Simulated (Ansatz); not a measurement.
# How SnSe2 absorbs and reflects light

Aim: the dielectric function of SnSe2, and the optical constants that follow from it.

Calculated with Ansatz 0.2.0; DFT, PBE, plane-wave PAW, default files, scalar-relativistic, independent-particle optical response without local fields.

## Step 1: Set-up

The structure is trigonal, space group P-3m1 (No. 164). The conventional cell has a = 3.811 Å, b = 3.811 Å, c = 6.136 Å, α = 90.00°, β = 90.00°, γ = 120.00°. Sn has 6 Se at 2.68 Å nearest. Nearest to Se lie 3 Sn at 2.68 Å. Farther neighbours and most contacts between anions are not listed.

## Step 2: Ground state and bands

The self-consistent density comes first; it also tells whether there is a gap, which decides the occupations and the need for a Drude term.

This step: DFT, PBE, plane-wave PAW, default files, scalar-relativistic, ground state (Ansatz 0.2.0).

Contents of input.yaml:

```yaml
crystal:
  lattice:
    - [3.811, 0.0, 0.0]
    - [-1.9055, 3.3004228138, 0.0]
    - [0.0, 0.0, 6.136]
  atoms:
    - { symbol: Sn, position: [0.0, 0.0, 0.0] }
    - { symbol: Se, position: [0.6666666667, 0.3333333333, 0.751] }
    - { symbol: Se, position: [0.3333333333, 0.6666666667, 0.249] }
kpoints:
  mp_grid: { grid: [7, 7, 4] }
  band_path:
    path:
      - [[0.0, 0.0, 0.0], [0.5, 0.0, 0.0], [0.33333333, 0.33333333, 0.0], [0.0, 0.0, 0.0], [0.0, 0.0, 0.5], [0.5, 0.0, 0.5], [0.33333333, 0.33333333, 0.5], [0.0, 0.0, 0.5]]
      - [[0.5, 0.0, 0.5], [0.5, 0.0, 0.0]]
      - [[0.33333333, 0.33333333, 0.0], [0.33333333, 0.33333333, 0.5]]
    npoints: 5
scf:
  occupations: { method: fermi_dirac, width: 0.05 }
  n_extra_bands: 7
hamiltonian:
  xc: pbe
  pseudopotentials: { kind: paw }
output:
  forces: true
  stress: true
  populations: true
  write_bands: true
```

Command:

```
$ ansatz run input.yaml --threads 4 --pin off --max-ram 8192MiB --backend cpu --events-out ev --progress --plain --runs-dir out
```

Numbers of over 12 decimals in the logs are rounded to 6 here.

Output:

```text
scf.n_extra_bands = 7 over 23 filled bands (N_el = 46.0): the run solves 30 bands
Engine: ansatz 0.2.0, x86_64-unknown-linux-gnu
Pseudopotentials: kind: paw
Pseudopotential: Sn, paw, valence charge 14, recommended cutoff 420 eV (normal), Sn.paw.azcp
Pseudopotential: Se, paw, valence charge 16, recommended cutoff 420 eV (normal), Se.paw.azcp
Functional definition: PBE
  parameter kappa = 0.804
  parameter beta = 0.066725
  exchange = pbe_x(kappa = kappa, mu = beta*pi^2/3)
  correlation = pbe_c(beta = beta)
Crystal: 3 atoms, lattice volume = 77.178 Å³
Basis set: ecut = 420 eV, 1485 PW (Γ), exchange–correlation on 54×54×90 points (8 copies of the dense FFT grid, shifted against one another)
Bands: 30, of which v1, the nominal top of the filled ones, is band 23 counted from 1 (22 counted from 0)
Symmetry: 12 space group operations
Space group: P-3m1 (ITA 164), of the structure as read, at distance tolerance 4.3e-5 Å
k-points: 28 of 196
Non-local potential: Sn, projectors of the file, l = 0: 2, l = 1: 2, l = 2: 2, l = 3: 2
Non-local potential: Se, projectors of the file, l = 0: 2, l = 1: 2, l = 2: 3, l = 3: 1
PAW form: soft (Blöchl's): semilocal exchange-correlation on the pseudo side does not see the compensation charge
PAW one-centre angular grid: Sn, 590 points (default); XC on 64 Gauss nodes
PAW one-centre angular grid: Se, 590 points (default); XC on 64 Gauss nodes
Initial density: superposition of atomic densities (neutral atoms: chi_scale 0, normalization atom), corrected by the library's trained network
Initial wavefunctions: pseudopotential atomic-orbital guess
Functional: x = pbe(κ = 0.804, μ = 0.219515), c = pbe(β = 0.066725)
SCF iter   1: F=—  HF=-16963.271517 eV  |F-HF|=—  |Δ(HF+E_count)|=         —  Δρ=1.56e-3  dr2=2.85e-3  ethr=1.77e-3  ⟨swp⟩=6.2  Hψ=3732  notcnv=0  defer=4
preconditioner: auto → Resta (q_TF=auto, 2.503 Å⁻¹)  ε∞=2.5  [insulator: Δε(μ)=0.833 eV  Ē_g=17.449 eV  σ=0.050 eV  W_gap=1.00  n_scr=22 (ndim 8)  ℏωp=21.6 eV  f_vac=0.080  D(μ)=0.00/eV (n_scr^D=0)  ε∞_Penn≈2.5]
SCF iter   2: F=—  HF=-16963.270254 eV  |F-HF|=—  |Δ(HF+E_count)|=   1.26e-3  Δρ=7.06e-4  dr2=2.35e-4  ethr=6.19e-6  ⟨swp⟩=2.8  Hψ=1707  notcnv=0  defer=39
SCF iter   3: F=—  HF=-16963.270336 eV  |F-HF|=—  |Δ(HF+E_count)|=   8.26e-5  Δρ=3.63e-4  dr2=5.33e-5  ethr=5.12e-7  ⟨swp⟩=2.0  Hψ=1424  notcnv=0  defer=39
SCF iter   4: F=—  HF=-16963.270381 eV  |F-HF|=—  |Δ(HF+E_count)|=   4.45e-5  Δρ=8.76e-5  dr2=3.84e-6  ethr=1.16e-7  ⟨swp⟩=2.0  Hψ=1007  notcnv=0  defer=39
SCF iter   5: F=—  HF=-16963.270385 eV  |F-HF|=—  |Δ(HF+E_count)|=   4.10e-6  Δρ=1.71e-5  dr2=2.33e-7  ethr=8.34e-9  ⟨swp⟩=3.0  Hψ=1307  notcnv=0  defer=39
SCF iter   6: F=-16963.270385 eV  HF=-16963.270385 eV  |F-HF|=2.36e-8  |Δ(HF+E_count)|=   2.92e-7  Δρ=5.35e-6  dr2=2.66e-8  ethr=2.17e-10  ⟨swp⟩=8.6  Hψ=4125  notcnv=0
SCF 1 converged in 6 iterations: F = -16963.270385 eV  dr2 = 2.66e-8
  greatest PAW one-centre occupation: 1.000 electrons in one spin orbital (limit 2), on the Se atom at site 2 (counted from 0), in its partial waves of l = 2
NSCF: frozen V_eff on 48 k-points
SCF converged after 6 iterations
Free energy (F): -16963.270385 eV
Harris-Foulkes:  -16963.270385 eV  (|F-HF|=2.36e-8)
Internal energy: -16963.270361 eV  (E = F + TS)
E sigma→0 (E₀):  -16963.270373 eV
Entropy (-TS):   -0.000024 eV (-0.008 meV/atom)
Fermi energy:    8.525652 eV
--- Per-component energies (eV) ---
  E_band       = -857.711873
  E_kinetic    = 426.748276
  E_local      = -6101.138421  (includes V_loc(G=0)·N_el)
  E_nonlocal   = -1222.494128
  E_hartree    = 3128.185284
  E_xc         = -590.531946
  E_vxc        = -292.290584  (∫ρ·V_xc dr)
  E_paw        = -7963.843583  (= ΣΔE_a)
  E_vpaw       = 75.096513  (= ΣTr[D̂ρ^β])
  E_aug_tail   = -0.001222  (compensation charges beyond the density's cutoff)
  E_ewald      = -4640.194622
  E_smearing   = -0.000024  (= −TS)
  E_closure    = -0.000000  (closes the sum)
  Σ components = -16963.270385   (vs F -16963.270385, Δ=0.00e0)
--- Forces (eV/Å), atoms counted from 1 ---
  atom   1  Sn     0.00000000     0.00000000     0.00000000
  atom   2  Se    -0.00000000    -0.00000000    -0.78568847
  atom   3  Se     0.00000000     0.00000000     0.78568847
  max |Σ_I F_I| component: 9.25e-18 eV/Å
--- Stress (GPa, compression-positive) ---
        5.056487      -0.000000      -0.000000
       -0.000000       5.056487       0.000000
       -0.000000       0.000000       6.524641
  P = ⅓ Tr σ = 5.5459 GPa (55.459 kbar)
--- Band table (eV; the first three rows and the last of 28) ---
  k-point 0: bands = [... 19 lower, 7.4156, 7.7213, 7.7213, 8.1061, 9.2097, 11.0659, 12.7591, 12.7591, ... 3 higher]
  k-point 1: bands = [... 19 lower, 7.3627, 7.3627, 7.8049, 7.8049, 10.0605, 11.0714, 12.6201, 12.6201, ... 3 higher]
  k-point 2: bands = [... 19 lower, 7.3250, 7.3250, 7.8743, 7.8743, 10.5656, 11.0372, 12.4888, 12.4888, ... 3 higher]
  k-point 27: bands = [... 19 lower, 4.0827, 4.7682, 7.5822, 7.7661, 10.5557, 12.6995, 13.2128, 14.3519, ... 3 higher]
--- Löwdin populations: 3 sites ---
  site symbol       q [e]
     0     Sn     13.3432
     1     Se     16.2630
     2     Se     16.2630
  spilling = 0.002842 (of n_electrons = 46.000000)
```

The job ended after 3.6 s (4 threads of AMD EPYC (Zen 3), shared host; peak memory 0.44 GiB).

The column dr2 measures how far the density is from self-consistency, as an energy; F and HF (Harris–Foulkes) agree once it is small.

Numbers from this step:

- free energy: -16963.2704 eV
- Fermi energy: 8.526 eV
- gap by band count: 0.8143 eV
- electrons: 46
- symmetry operations: 12
- pressure: 5.546 GPa
- volume: 77.18 Å³
- gap on the path: 0.7339 eV
- least direct gap on the path: 1.104 eV

There is a gap, 0.73 eV on the path, so no carriers' term is needed. The cell is left with a pressure of 5.5 GPa and forces up to 0.79 eV/Å, as it stands unrelaxed at this level.

Electronic bands along the path, in eV, zero at the Fermi level; v1 is the highest filled band, c1 the lowest empty one:

```
          point     v4     v3     v2     v1    c1    c2    c3    c4
              Γ  -1.11  -0.80  -0.80  -0.42  0.68  2.54  4.23  4.23
0.60 of the way  -3.11  -2.64  -0.81  -0.59  1.29  3.61  5.09  5.49
              M  -3.32  -3.09  -1.61  -0.72  0.74  3.39  5.04  5.08
0.60 of the way  -3.87  -3.32  -1.89  -1.66  1.15  5.21  5.34  6.24
              K  -4.12  -3.76  -1.94  -1.94  1.02  6.25  6.25  6.82
0.40 of the way  -3.98  -2.24  -2.00  -0.77  1.61  4.90  5.26  5.55
              Γ  -1.11  -0.80  -0.80  -0.42  0.68  2.54  4.23  4.23
0.40 of the way  -1.15  -1.15  -0.74  -0.74  1.34  2.55  4.14  4.14
              A  -1.20  -1.20  -0.65  -0.65  2.04  2.51  3.96  3.96
0.40 of the way  -2.06  -2.00  -1.82  -0.74  1.61  3.94  4.95  5.32
              L  -2.92  -2.40  -1.25  -1.11  0.46  3.86  4.44  5.43
0.60 of the way  -4.21  -3.42  -0.98  -0.79  1.64  4.35  4.69  5.53
              H  -4.62  -4.13  -0.78  -0.78  2.14  4.34  4.34  5.84
0.40 of the way  -3.58  -2.67  -1.26  -1.14  1.84  4.23  5.46  5.48
              A  -1.20  -1.20  -0.65  -0.65  2.04  2.51  3.96  3.96
      jump to L  -2.92  -2.40  -1.25  -1.11  0.46  3.86  4.44  5.43
0.40 of the way  -2.99  -2.81  -1.16  -0.97  0.36  3.68  5.06  5.59
              M  -3.32  -3.09  -1.61  -0.72  0.74  3.39  5.04  5.08
      jump to K  -4.12  -3.76  -1.94  -1.94  1.02  6.25  6.25  6.82
0.60 of the way  -4.48  -4.01  -1.19  -1.19  1.71  4.93  4.93  6.21
              H  -4.62  -4.13  -0.78  -0.78  2.14  4.34  4.34  5.84
```

## Step 3: Spectrum

The spectrum is a sum over vertical transitions between filled and empty bands at the fixed density, so many empty bands are needed.

This step: DFT, PBE, plane-wave PAW, default files, scalar-relativistic, independent-particle optical response without local fields (Ansatz 0.2.0).

input.yaml, the sections that differ from step 2:

```yaml
kpoints:
  mp_grid: { grid: [7, 7, 4] }
scf:
  occupations: { method: fixed }
output:
  optics:
    e_range: [0, 14]
    de: 0.05
    sigma: 0.1
    nscf_kmesh: { grid: [9, 9, 4] }
    bands: { spectra_wanted_up_to: 14 }
# crystal, hamiltonian: as in step 2
```

Output:

```text
[...]
Crystal: 3 atoms, lattice volume = 77.178 Å³
Basis set: ecut = 420 eV, 1485 PW (Γ)
Bands: 28, of which v1, the nominal top of the filled ones, is band 23 counted from 1 (22 counted from 0)
[... 1 set-up line as in the run before ...]
[...]
k-points: 28 of 196
[...]
SCF iter   1: F=—  HF=-16963.271566 eV  |F-HF|=—  |Δ(HF+E_count)|=         —  Δρ=1.54e-3  dr2=2.70e-3  ethr=1.77e-3  ⟨swp⟩=5.0  Hψ=2861  notcnv=0  defer=82
[...]
SCF iter   9: F=-16963.270390 eV  HF=-16963.270390 eV  |F-HF|=0.00e0  |Δ(HF+E_count)|=  9.09e-11  Δρ=3.95e-8  dr2=1.03e-12  ethr=1.00e-12  ⟨swp⟩=8.5  Hψ=3409  notcnv=0
SCF 1 converged in 9 iterations: F = -16963.270390 eV  dr2 = 1.03e-12
[...]
NSCF: frozen V_eff on 43 k-points
[...]
output.optics: what the bands over the 48 summed would add to eps1, eps2 and the energy-loss function is held between a lower and an upper bound (7 Lanczos steps). eps1, eps2 and their loss function (loss_summed_bands) are given on every row as the summed bands alone make them. Along an axis, on a row where the two bounds hold the loss function to about 1 % of the greater of itself and 0.5 % of |1/eps|, its cell (loss_completed) is given, with the completed eps1 and eps2 that it is formed of (a cell that is left empty reads nan in the table and null in the record). The two bounds hold it so along every axis on all 281 rows up to 14.000 eV. [rest of the remark cut]
SCF converged after 9 iterations
Free energy (F): -16963.270390 eV
[...]
Internal energy: -16963.270390 eV  (E = F + TS)
E sigma→0 (E₀):  -16963.270390 eV
Fermi energy:    8.106149 eV
[...]
--- Band table (eV; the first three rows and the last of 28) ---
  k-point 0: bands = [... 19 lower, 7.4156, 7.7214, 7.7214, 8.1061, 9.2098, 11.0660, 12.7591, 12.7591, ... 1 higher]
  k-point 1: bands = [... 19 lower, 7.3628, 7.3628, 7.8049, 7.8049, 10.0606, 11.0715, 12.6202, 12.6202, ... 1 higher]
  k-point 2: bands = [... 19 lower, 7.3251, 7.3251, 7.8743, 7.8743, 10.5656, 11.0373, 12.4888, 12.4888, ... 1 higher]
  k-point 27: bands = [... 19 lower, 4.0827, 4.7682, 7.5822, 7.7661, 10.5558, 12.6996, 13.2128, 14.3520, ... 1 higher]
```

The job ended after 1.7 min (4 threads; peak memory 1 GiB).

Read-outs, printed or worked out from the files:

* electronic dielectric constant ε∞, mean over x, y and z (by symmetry where fewer were run): 11.51
* absorption onset, first axis (α over 10⁴ cm⁻¹, or the direct gap if that lies higher): 1.275 eV
* main peak of Im epsilon, first axis: 3.867 eV
* photocurrent from vertical transitions in a film 500 nm thick on a perfect mirror (two passes), AM1.5G, no front reflection, all carriers collected: 37.62 mA/cm²
* least direct gap on the mesh: 1.104 eV
* bands summed: 48
* spectra valid up to: 21.34 eV
* program's estimate of the k-sum error in Im epsilon: 0.09 %
* electrons in the f-sum: 18.99

The Im ε has structure finer than the step of the table below, so its rows give means over 0.5 eV, whole bins alone (the curve runs from 0 to 14 eV). Peaks (eV: height): E ∥ x or y 3.85: 19.1, 5.00: 17.4, 8.45: 5.70; E ∥ z 1.80: 10.2, 5.15: 17.9, 5.75: 18.1, 8.45: 6.05.

Table of Im ε by photon energy; means over each step:

| photon energy (eV) | E ∥ x or y | E ∥ z |
| --- | --- | --- |
| 0.5 | 0 | 0 |
| 1.0 | 0.0342 | 0.211 |
| 1.5 | 2.27 | 5.93 |
| 2.0 | 5.24 | 9.75 |
| 2.5 | 6.88 | 6.63 |
| 3.0 | 7.09 | 3.95 |
| 3.5 | 16.4 | 3.41 |
| 4.0 | 17.6 | 5.15 |
| 4.5 | 15.5 | 9.27 |
| 5.0 | 16.1 | 16.3 |
| 5.5 | 11.0 | 15.7 |
| 6.0 | 8.60 | 13.7 |
| 6.5 | 5.58 | 8.36 |
| 7.0 | 4.14 | 4.80 |
| 7.5 | 2.69 | 3.32 |
| 8.0 | 3.46 | 4.04 |
| 8.5 | 5.04 | 5.60 |
| 9.0 | 3.48 | 4.61 |
| 9.5 | 2.73 | 3.58 |
| 10.0 | 2.10 | 2.75 |
| 10.5 | 1.75 | 1.76 |
| 11.0 | 1.55 | 1.46 |
| 11.5 | 1.28 | 1.36 |
| 12.0 | 1.04 | 1.24 |
| 12.5 | 0.973 | 0.970 |
| 13.0 | 0.932 | 0.767 |
| 13.5 | 0.906 | 0.713 |

The Re ε by photon energy:

```csv
photon energy (eV),E ∥ x or y,E ∥ z
0.0,11.7,11.1
0.5,12.0,11.5
1.0,13.0,13.2
1.5,15.1,17.8
2.0,15.0,9.24
2.5,13.0,4.91
3.0,16.4,7.16
3.5,12.1,8.35
4.0,5.37,10.8
4.5,2.95,12.1
5.0,-1.09,9.17
5.5,-3.59,2.48
6.0,-6.02,-5.31
6.5,-3.57,-4.59
7.0,-3.85,-4.39
7.5,-1.99,-1.98
8.0,-0.298,-0.0508
8.5,-1.75,-1.49
9.0,-2.27,-2.38
9.5,-2.32,-2.52
10.0,-2.06,-2.79
10.5,-1.62,-2.34
11.0,-1.44,-1.72
11.5,-1.31,-1.43
12.0,-1.08,-1.27
12.5,-0.821,-1.21
13.0,-0.665,-0.948
13.5,-0.645,-0.740
14.0,-0.627,-0.656
```

Table of refractive index n and extinction k by photon energy:

| photon energy (eV) | n, E ∥ x or y | k, E ∥ x or y | n, E ∥ z | k, E ∥ z |
| --- | --- | --- | --- | --- |
| 0 | 3.42 | 0 | 3.34 | 0 |
| 1 | 3.61 | 9.7e-6 | 3.63 | 0.00411 |
| 2 | 3.93 | 0.671 | 3.38 | 1.47 |
| 3 | 4.11 | 0.725 | 2.77 | 0.704 |
| 4 | 3.44 | 2.55 | 3.37 | 0.775 |
| 5 | 2.86 | 3.04 | 3.78 | 2.26 |
| 6 | 1.48 | 2.87 | 2.13 | 3.14 |
| 7 | 0.920 | 2.17 | 0.982 | 2.31 |
| 8 | 1.28 | 1.39 | 1.45 | 1.46 |
| 9 | 0.958 | 1.79 | 1.18 | 1.94 |
| 10 | 0.659 | 1.58 | 0.715 | 1.82 |
| 11 | 0.587 | 1.34 | 0.513 | 1.41 |
| 12 | 0.457 | 1.14 | 0.516 | 1.24 |
| 13 | 0.486 | 0.949 | 0.367 | 1.04 |
| 14 | 0.448 | 0.910 | 0.340 | 0.879 |

The loss function −Im 1/ε at q → 0 has structure finer than the step of the table below, so its rows give means over 0.5 eV, whole bins alone (the curve runs from 0 to 14 eV). Peaks (eV: height): E ∥ x or y 7.80: 0.343; E ∥ z 7.80: 0.312.

The loss function −Im 1/ε at q → 0 by energy loss; means over each step:

```
energy loss (eV)  E ∥ x or y   E ∥ z
             0.5           0       0
             1.0      1.7e-4  9.8e-4
             1.5     0.00951  0.0188
             2.0      0.0209  0.0542
             2.5      0.0309  0.0897
             3.0      0.0220  0.0634
             3.5      0.0362  0.0417
             4.0      0.0502  0.0347
             4.5      0.0621  0.0381
             5.0      0.0601  0.0459
             5.5      0.0821  0.0622
             6.0      0.0821  0.0655
             6.5       0.121  0.0891
             7.0       0.134   0.119
             7.5       0.244   0.223
             8.0       0.288   0.251
             8.5       0.176   0.168
             9.0       0.194   0.169
             9.5       0.214   0.185
            10.0       0.246   0.180
            10.5       0.301   0.208
            11.0       0.338   0.288
            11.5       0.380   0.350
            12.0       0.469   0.384
            12.5       0.600   0.408
            13.0       0.701   0.518
            13.5       0.738   0.668
```

Values under 1 per cm are given as 1. Table of absorption coefficient by photon energy:

```csv
photon energy (eV),E ∥ x or y (1/cm),E ∥ z (1/cm)
0.000,1,1
0.500,1,1
1.000,1,417
1.500,46128,1.1e5
2.000,1.4e5,3.0e5
2.500,2.4e5,3.2e5
3.000,2.2e5,2.1e5
3.500,7.3e5,1.9e5
4.000,1.0e6,3.1e5
4.500,1.1e6,5.8e5
5.000,1.5e6,1.1e6
5.500,1.5e6,1.4e6
6.000,1.7e6,1.9e6
6.500,1.5e6,1.7e6
7.000,1.5e6,1.6e6
7.500,1.2e6,1.3e6
8.000,1.1e6,1.2e6
8.500,1.7e6,1.7e6
9.000,1.6e6,1.8e6
9.500,1.7e6,1.8e6
10.000,1.6e6,1.8e6
10.500,1.5e6,1.7e6
11.000,1.5e6,1.6e6
11.500,1.5e6,1.5e6
12.000,1.4e6,1.5e6
12.500,1.3e6,1.5e6
13.000,1.3e6,1.4e6
13.500,1.3e6,1.3e6
14.000,1.3e6,1.2e6
```

At chosen wavelengths:

```csv
wavelength (nm),n xy,k xy,R (%) xy,1/α xy,n z,k z,R (%) z,1/α z
800,3.91,0.332,35.4,191 nm,4.24,0.903,40.0,70 nm
633,3.93,0.642,36.4,78 nm,3.45,1.457,37.0,35 nm
532,3.87,0.897,36.8,47 nm,2.88,1.473,33.1,29 nm
450,3.67,0.823,34.7,44 nm,2.52,0.834,22.9,43 nm
365,4.34,1.995,46.6,15 nm,2.84,0.591,24.7,49 nm
308,3.41,2.525,47.2,9.7 nm,3.38,0.778,31.7,32 nm
248,2.86,3.040,52.6,6.5 nm,3.78,2.256,45.9,8.7 nm
```

Rows near the edge hang on the gap, which this functional as a rule makes too small, and phonon-assisted absorption is left out.

A polished face would reflect 36 % of daylight and look grey (CIE x = 0.324, y = 0.343 under D65).

The f-sum over the summed bands holds 19.0 of the cell's 46 electrons outside the frozen cores, 34 of which lie in bands more than 12 eV below the Fermi level, whose transitions come at higher energies. Up to 14 eV the strength has a mean oscillator energy of 4.9 eV, well above the main peak, so higher transitions carry much of it.

## Step 4: Results

```json
{
 "gap on the path": "0.734 eV",
 "least direct gap on the path": "1.10 eV",
 "electronic dielectric constant ε∞, mean over x, y and z (by symmetry where fewer were run) (independent particles)": "11.5",
 "absorption onset, first axis (α over 10⁴ cm⁻¹, or the direct gap if that lies higher)": "1.27 eV",
 "main peak of Im epsilon, first axis": "3.87 eV",
 "photocurrent from vertical transitions in a film 500 nm thick on a perfect mirror (two passes), AM1.5G, no front reflection, all carriers collected": "37.6 mA/cm²"
}
```

**Reading.** At this level (PBE, independent particles) SnSe2 has a mean ε∞ = 11.5 and n = 3.53 at 1550 nm (E ∥ x); absorption sets in near 1.3 eV, and Im ε peaks at 3.9 eV (E ∥ x). The gap is indirect (0.73 eV), so absorption without phonons can begin only at the direct gap of 1.10 eV. The absorption coefficient passes 10⁴ cm⁻¹ at 1.27 eV, in the infrared, so it absorbs across the visible. Distinct maxima of Im ε, read by a parabola through the highest points, lie at 3.42 eV (17), 3.87 eV (19), 4.99 eV (17) and 5.73 eV (11) for E ∥ x or y. The static values by axis are 11.70 (xy), 11.13 (z). The f-sum over the summed bands holds 19.0 of the cell's 46 electrons outside the frozen cores, 34 of which lie in bands more than 12 eV below the Fermi level, whose transitions come at higher energies. Up to 14 eV the strength has a mean oscillator energy of 4.9 eV, well above the main peak, so higher transitions carry much of it. A polished face would reflect 36 % of daylight and look grey (CIE x = 0.324, y = 0.343 under D65). Excitons and phonon-assisted transitions are missing, and so are local fields; PBE gaps are as a rule too small, which pulls the onset down and ε∞ up. In the base run ε includes the program's bounded estimate of what the bands above those summed add. Spin-orbit coupling is left out although heavy atoms are present.

[Logs are printed without paths, hosts, clocks, repeated set-up lines and the standing remarks that a program may print on its own settings, such as how far it seeks lower states.]

[Hosts, paths, dates, database ids (printed as entryN), source tags and the programs' standing remarks are cut or masked in the printed files.]
